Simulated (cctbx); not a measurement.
# Solving a structure by charge flipping

Cell a = 11.5390 Å, b = 11.5390 Å, c = 11.5390 Å, α = 90.00°, β = 90.00°, γ = 90.00°; space group I-43m (no. 217); content Bi8 Tl24 S24.

Simulated single-crystal data (cctbx): Cu Kα, λ = 1.54184 Å, to d = 0.8 Å, 80 % of the full sphere, strongest reflection 70000 counts, noise from counting, a 2 % proportional error and a noise floor of 15 counts (s.d.); no absorption, and some extinction, which the refinements don't model.

Charge flipping in P1 on plain amplitudes to 0.9 Å, δ = 1.2 σ, 30 % of the reflections treated as weak, 300 cycles:

```text
cycle      R  skewness
    0  0.506     0.54
   25  0.374     3.85
   50  0.345     3.88
   75  0.355     3.83
  100  0.333     3.93
  125  0.341     4.03
  150  0.321     4.07
  175  0.319     4.00
  200  0.318     3.94
  225  0.332     3.94
  250  0.334     4.03
  275  0.320     4.00
origin shift          correlation  skewness
 0.281  0.346  0.146      0.978      6.55
 0.155  0.219  0.275      0.971      5.80
 0.415  0.217  0.275      0.972      7.44
 0.040  0.843  0.646      0.972      6.99
taken: symmetry correlation 0.972, skewness 7.44
peak      x       y       z  mult  height/sigma
Q1    0.1382  0.1382  0.1382    8     22.1
Q2    0.1149  0.1149  0.6154   24      9.8
Q3    0.1171  0.3700  0.6300   24      2.2
Q4    0.1098  0.2023  0.7977   24      1.7
Q5    0.0362  0.0951  0.0951   24      1.6
Q6    0.0155  0.1673  0.1673   24      1.6
Q7    0.0789  0.2786  0.7214   24      1.3
Q8    0.0931  0.1699  0.7012   48      1.3
```

The origin is taken among those within 0.04 of the best correlation, by the skewness of the map.

Run time: 0.68 s on 1 thread of Arm Neoverse V2, with other jobs on the host, peak memory 0.08 GiB.

Q: Assign the peaks.

Heights go roughly as Z and multiplicities must add up to the content. First model: Q1 = Bi1 (8 in the cell, height 22.1), Q2 = Tl1 (24 in the cell, height 9.8) and Q3 = S1 (24 in the cell, height 2.2). Against the true structure, Q1 is Bi, Q2 is Tl and Q3 is S; the other peaks are not atoms.

Least squares on F², isotropic:

```text
Rint 0.025, 328 unique reflections to 0.80 A
cycle     R1     wR2    GooF  max shift (A)
   1  0.4382  0.7991  69.026   0.20138
   4  0.0096  0.0176   1.522   0.00000
final R1 0.0096 wR2 0.0176 GooF 1.522  parameters 8  data/parameter 41.0
atom        x        y        z      Ueq    occ   su(xyz)  su(Uiso or U11)
Bi1    0.13919  0.13919  0.13919   0.0151  1.000  0.00002  0.0001
Tl1    0.12587  0.12587  0.59636   0.0138  1.000  0.00002  0.0001
S1     0.13881  0.37025  0.62975   0.0281  1.000  0.00013  0.0003
difference map: max 0.37 min -1.62 rms 0.29
Q1    0.0000  0.0000  0.4287   12    0.38  2.07 A from Tl1
Q2    0.0207  0.3265  0.4565   48    0.36  1.40 A from Tl1
Q3    0.0125  0.1993  0.3007   48    0.35  1.72 A from S1
Q4    0.0000  0.0000  0.0000    2    0.35  2.78 A from Bi1
Q5    0.2097  0.2097  0.7903    8    0.34  2.62 A from Tl1
```

Anisotropic refinement:

```text
Rint 0.025, 328 unique reflections to 0.80 A
cycle     R1     wR2    GooF  max shift (A)
   1  0.0096  0.0176   1.540   0.00175
   2  0.0094  0.0172   1.506   0.00000
final R1 0.0094 wR2 0.0172 GooF 1.506  parameters 15  data/parameter 21.9
atom        x        y        z      Ueq    occ   su(xyz)  su(Uiso or U11)
Bi1    0.13923  0.13923  0.13923   0.0151  1.000  0.00003  0.0001
Tl1    0.12587  0.12587  0.59636   0.0138  1.000  0.00002  0.0001
S1     0.13873  0.37016  0.62984   0.0281  1.000  0.00014  0.0008
Flack x: -0.02(5)
Hooft y: -0.042(28)  Bijvoet pairs: 139
difference map: max 0.43 min -1.54 rms 0.29
Q1    0.0000  0.0000  0.0000    2    0.43  2.78 A from Bi1
Q2    0.0131  0.2020  0.3006   48    0.37  1.73 A from S1
Q3    0.0201  0.3282  0.4542   48    0.36  1.38 A from Tl1
Q4    0.0000  0.0000  0.4301   12    0.36  2.08 A from Tl1
Q5    0.0631  0.0631  0.5641   24    0.36  1.09 A from Tl1
Q6    0.2108  0.2108  0.7892    8    0.33  2.62 A from Tl1
```

**Reading.** The refinement ends at R1 = 0.0094, wR2 = 0.0172, GooF = 1.51, with difference density between -1.54 and 0.43 e/Å³. Every site matches the true model in element, within 0.003 Å r.m.s., up to an allowed shift of origin or inversion. Flack x = -0.02 with s.u. 0.05: x is within 3 s.u. of 0, so the absolute structure is right, though an s.u. above 0.04 can't exclude a small twin share.

True model:

| atom | mult. | x | y | z | Ueq (Å²) |
| --- | --- | --- | --- | --- | --- |
| Bi1 | 8 | 0.6391 | 0.3609 | 0.3609 | 0.0156 |
| Tl1 | 24 | 0.1259 | 0.8741 | 0.4036 | 0.0142 |
| S1 | 24 | 0.6388 | 0.8704 | 0.1296 | 0.0282 |

This is a model crystal, built by substitution and not relaxed, with assumed displacement parameters.

[Middle refinement cycles are left out of these outputs.]

[Logs are printed without paths, hosts, clocks, repeated set-up lines and the standing remarks that a program may print on its own settings, such as how far it seeks lower states.]
